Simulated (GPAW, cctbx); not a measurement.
# How far are the atoms of AlGa3C from free atoms?

Aim: compute the bonding part of the density of AlGa3C, find which reflections carry it, and see how it biases an ordinary refinement.

The start was made by putting kin elements into a known structure type; the compound need not exist, or be stable, in this form. All numbers below are calculated.

**1. Find the equilibrium geometry**

The density hangs on the geometry, so cell and atoms are relaxed first, with the symmetry held. The cutoff is set higher than for the density because stress converges slowly with plane waves.

Settings: GPAW 26.7.0, PBE, 670 eV, 4×4×4 k-points, Fermi–Dirac width 0.05 eV, BFGS to 0.03 eV/Å.

```text
cell
1.0
     4.125000000    0.000000000    0.000000000
     0.000000000    4.125000000    0.000000000
     0.000000000    0.000000000    4.125000000
Ga Al C
3 1 1
Direct
0.500000000 0.000000000 0.500000000
0.500000000 0.500000000 0.000000000
0.000000000 0.500000000 0.500000000
0.000000000 0.000000000 0.000000000
0.500000000 0.500000000 0.500000000
```

```console
$ OMP_NUM_THREADS=1 mpirun -n 4 gpaw python run.py > gpaw.log
```

```text
BFGS:    0      -16.949834        1.696061
BFGS:    1      -17.066936        1.518291
BFGS:    2      -17.528943        0.575575
BFGS:    3      -17.625050        0.129386
BFGS:    4      -17.631191        0.016864
cell  4.3734 4.3734 4.3734  90.00 90.00 90.00
volume 83.648 A^3, largest force 0.000 eV/A, largest stress 0.16 GPa
```

The cell moved far, while the k-mesh and basis were chosen for the start, so the final shape may be somewhat biased.

After 4 steps the volume has changed by +19.2 % and the energy by -0.681 eV; the largest stress left is 0.16 GPa. It took 16 s on 4 cores of Intel(R) Xeon(R) Platinum 8488C (Sapphire Rapids) (shared host), peak memory 0.79 GiB.

Relaxed structure: Pm-3m (no. 221), a = 4.3734 Å, b = 4.3734 Å, c = 4.3734 Å, α = 90.00°, β = 90.00°, γ = 90.00°.

```csv
atom,mult.,x,y,z
Ga1,3,1/2,0,1/2
Al1,1,0,0,0
C1,1,1/2,1/2,1/2
```

**2. The all-electron density**

X-rays see the whole electron density, so the PAW density is rebuilt with its core regions. Subtracting spherical free atoms from the same code cancels the cores and leaves the deformation density Δρ, the part due to bonding.

Settings: PBE, 550 eV, 4×4×4 k-points, Fermi–Dirac width 0.05 eV; primitive cell of 5 atoms.

```console
$ OMP_NUM_THREADS=1 mpirun -n 4 gpaw python run.py > gpaw.log
```

```text
|iter:   1|       0s |  -19.394495 | -0.54 |       |
|iter:   2|       0s |  -18.725912 | -1.91 | -0.75 |
|iter:   3|       0s |  -17.646092 | -1.05 | -0.82 |
...
|iter:   7|       1s |  -17.613688c| -6.02 | -3.14 |
|iter:   8|       1s |  -17.613682c| -6.92 | -3.60 |
|iter:   9|       1s |  -17.613683c| -7.90c| -4.84c|
```

```text
grid (48, 48, 48)  electrons 112.000  moved by bonding 0.757 e
deformation density beyond 0.5 A of the nuclei: max 0.100, min -0.054 e/A^3
atom        x       y       z   Voronoi charge  moment
Ga1    0.5000  0.0000  0.5000      0.155       0.00
Ga2    0.5000  0.5000  0.0000      0.155       0.00
Ga3    0.0000  0.5000  0.5000      0.155       0.00
Al4    0.0000  0.0000  0.0000     -0.036       0.00
C 5    0.5000  0.5000  0.5000     -0.429       0.00
mean inner potential of superposed free atoms 17.037 V
total magnetic moment 0.000 muB
```

Deformation density in a plane through the shortest contact of the Ga atom at the origin, in 0.01 e/Å³ (clipped at ±99); x from -1.6 to 3.8 Å, y from 2.4 down to -2.4 Å:

```text
 -5  -3   0   1   1   1   1  -1  -4  -5   .   .  -4  -4  -1   1
 -5  -3   0   1   1   1   1  -1  -4  -4   .   .  -4  -4  -1   1
 -4  -2   0   1   1   1   1   0  -2  -4  -5  -5  -5  -3  -1   1
  1   0   0  -1  -1  -1  -1   0   0   1   3   3   1   0   0  -1
  5   2  -1  -3  -5  -5  -3   0   2   6   9   9   6   3   0  -3
  7   6   0  -5   .   .  -5   1   6   7   .   .   7   7   1  -5
  8   9   1  -3   .   .  -4   1   9   8   .   .   7   9   2  -4
  7   6   0  -5   .   .  -5   1   6   7   .   .   7   7   1  -5
  5   2  -1  -3  -5  -5  -3   0   2   6   9   9   6   3   0  -3
  1   0   0  -1  -1  -1  -1   0   0   1   3   3   1   0   0  -1
 -4  -2   0   1   1   1   1   0  -2  -4  -5  -5  -5  -3  -1   1
 -5  -3   0   1   1   1   1  -1  -4  -4   .   .  -4  -4  -1   1
 -5  -3   0   1   1   1   1  -1  -4  -5   .   .  -4  -4  -1   1
```

Atoms in or within 0.15 Å of the plane: Ga (0.0, 0.0), Ga (2.2, 2.2), Ga (2.2, -2.2), C (2.2, 0.0) Å. Dots mark points within about 0.45 Å of a nucleus; large values next to them are atomic features.

C gains most (-0.43 e) and Ga loses most (+0.15 e); C is the most electronegative element, but the order of the others doesn't follow electronegativity. Such charges fall far short of formal ones, since overlapping free atoms already put density on their neighbours. Along the shortest contact from the Ga atom at the map's origin, Ga–C at 2.19 Å, Δρ is +0.06 e/Å³ at the midpoint and highest, +0.10, 1.44 Å from Ga (points within 0.5 Å of a nucleus left out): little sits at the middle, as in a polar contact, whose build-up shifts to the more electronegative atom. At the midpoints of other shortest contacts it is 0.00 (Ga–Ga, 3.09 Å) and +0.01 (Ga–Al, 3.09 Å) e/Å³. Point values carry grid noise of about 0.01 e/Å³. The run needed 9 iterations, 6.3 s.

**3. From the density to structure factors**

The Fourier components of Δρ, added to those of the free atoms, give the static X-ray structure factors; the Mott–Bethe relation turns them into the Fourier components V of the potential that fast electrons feel.

```text
static structure factors of the conventional cell: F in electrons, V (Mott-Bethe) in volts
   h  k  l      d  |F| table  |F| free   |F| DFT   change   |V| free  |V| DFT  change %
   0  1  0  4.3734    22.157    22.130    22.348    0.218     1.960    1.732    -11.7
   0  1  1  3.0925    12.377    12.379    12.095   -0.283     0.198    0.050    -74.9
   1  1  1  2.5250    80.605    80.540    80.049   -0.491     6.798    6.970      2.5
   0  2  0  2.1867    83.705    83.516    83.499   -0.017     7.463    7.468      0.1
   0  2  1  1.9558    17.494    17.420    17.502    0.082     1.379    1.362     -1.3
   1  2  1  1.7854    11.407    11.307    11.351    0.044     0.121    0.113     -6.4
   0  2  2  1.5462    72.093    71.767    71.798    0.031     5.271    5.267     -0.1
   1  2  2  1.4578    14.892    14.826    14.769   -0.056     1.068    1.075      0.6
   0  3  0  1.4578    14.892    14.826    14.865    0.039     1.068    1.064     -0.4
   0  3  1  1.3830    10.171    10.098    10.115    0.017     0.199    0.198     -0.9
   1  3  1  1.3186    61.702    61.432    61.571    0.139     3.675    3.661     -0.4
   2  2  2  1.2625    63.935    63.707    63.784    0.078     4.218    4.211     -0.2
   0  3  2  1.2130    13.164    13.132    13.130   -0.002     0.876    0.876      0.0
   1  3  2  1.1688     9.112     9.069     9.111    0.042     0.219    0.216     -1.4
```

The largest X-ray change is -0.49 e on 111, 0.6 % of |F|. For electrons V goes as (Z − F)/g², so a change of F counts against Z − F, which is small at low angle and wherever the atoms' terms cancel: |V| of 011 moves by -74.9 % (0.20 to 0.05 V) against -2.3 % in |F|. These compare absolute values; so weak a component may also change sign. The tabulated Hartree–Fock atoms differ from the free DFT atoms by up to 0.33 e, so the choice of reference atom matters too.

**4. The functional ladder**

The same geometry is run with other functionals, to see whether the bonding signal is larger than the spread between approximations. Free atoms are LDA for LDA and PBE otherwise. Any other changed setting is in the row's label.

```csv
run,ΔF 111 (e),ΔF 011 (e),ΔF 010 (e),q(C) (e),moved (e),time
PBE,-0.491,-0.283,+0.218,-0.429,0.757,6.3 s
LDA,-0.457,-0.271,+0.225,-0.412,0.710,5.8 s
RPBE,-0.513,-0.285,+0.215,-0.441,0.812,6.1 s
```

At the base's settings ΔF(111) spans -0.513 to -0.457 e, a spread of 11 % of the PBE value; over the three listed reflections the spread is at most 11 %, so sign and size hold across the functionals. Times are from shared hosts.

**5. What a spherical-atom refinement makes of it**

Routine crystallography fits spherical atoms. To see the bias, intensities are simulated from tabulated atoms plus the DFT change ΔF, so that bonding alone can misfit (2800 reflections of the full sphere, merged to the counts below, to 0.5 Å, 0.5 % proportional noise plus counting noise, assumed isotropic U as listed, Δρ smeared by the mean U) and refined with cctbx over different ranges.

```
                    range  data      R1  GooF  U Ga1 (true 0.0034)  U Al1 (true 0.0045)  U C1 (true 0.0055)  largest shift (Å)  Δρ max, min (e/Å³)
                 all data   101  0.0026  1.28               0.0034               0.0045              0.0056             0.0000         0.19, -0.12
 low resolution, d > 0.84    30  0.0029  1.92               0.0033               0.0046              0.0047             0.0000         0.16, -0.06
     high order, d < 0.75    63  0.0019  0.82               0.0034               0.0045              0.0057             0.0000         0.04, -0.07
occupancies free, d > 0.7    44  0.0027  1.59               0.0034               0.0044              0.0065             0.0000         0.14, -0.08
```

With all data GooF is 1.28, diluted by the many high-angle data; the misfit shows at low resolution; the top residual peak lies 0.84 Å from C and 1.34 Å from Ga. No U is off by more than 3 s.u. at low resolution. Symmetry fixes every coordinate, so the shifts are zero by construction. With Ga1 held at 1 and the scale free, the other occupancies refine to Al1 0.998(0.004) and C1 1.032(0.011), within three s.u. of full.

**6. Answer**

Bonding moves 0.76 e in the primitive cell of AlGa3C and changes the structure factors of the conventional cell in the table above by at most 0.49 e (111, 0.6 %), and among reflections above 2 % of the strongest by up to 2.3 % (011). The shortest bond, Ga–C, has Δρ = +0.06 e/Å³ at its midpoint, low for a shared bond; with the charge transfer this is a polar contact. At the base's settings ΔF(111) spans -0.513 to -0.457 e, a spread of 11 % of the PBE value; over the three listed reflections the spread is at most 11 %, so sign and size hold across the functionals. With all data GooF is 1.28, diluted by the many high-angle data. Limits: static density, frozen cores, no spin–orbit coupling.

[Outputs are excerpts: Python notices, other lines and further rows are left out; steps that failed or that the build refused (PBEsol, TPSS) are not shown.]

[Logs are printed without paths, hosts, clocks, repeated set-up lines and the standing remarks that a program may print on its own settings, such as how far it seeks lower states.]
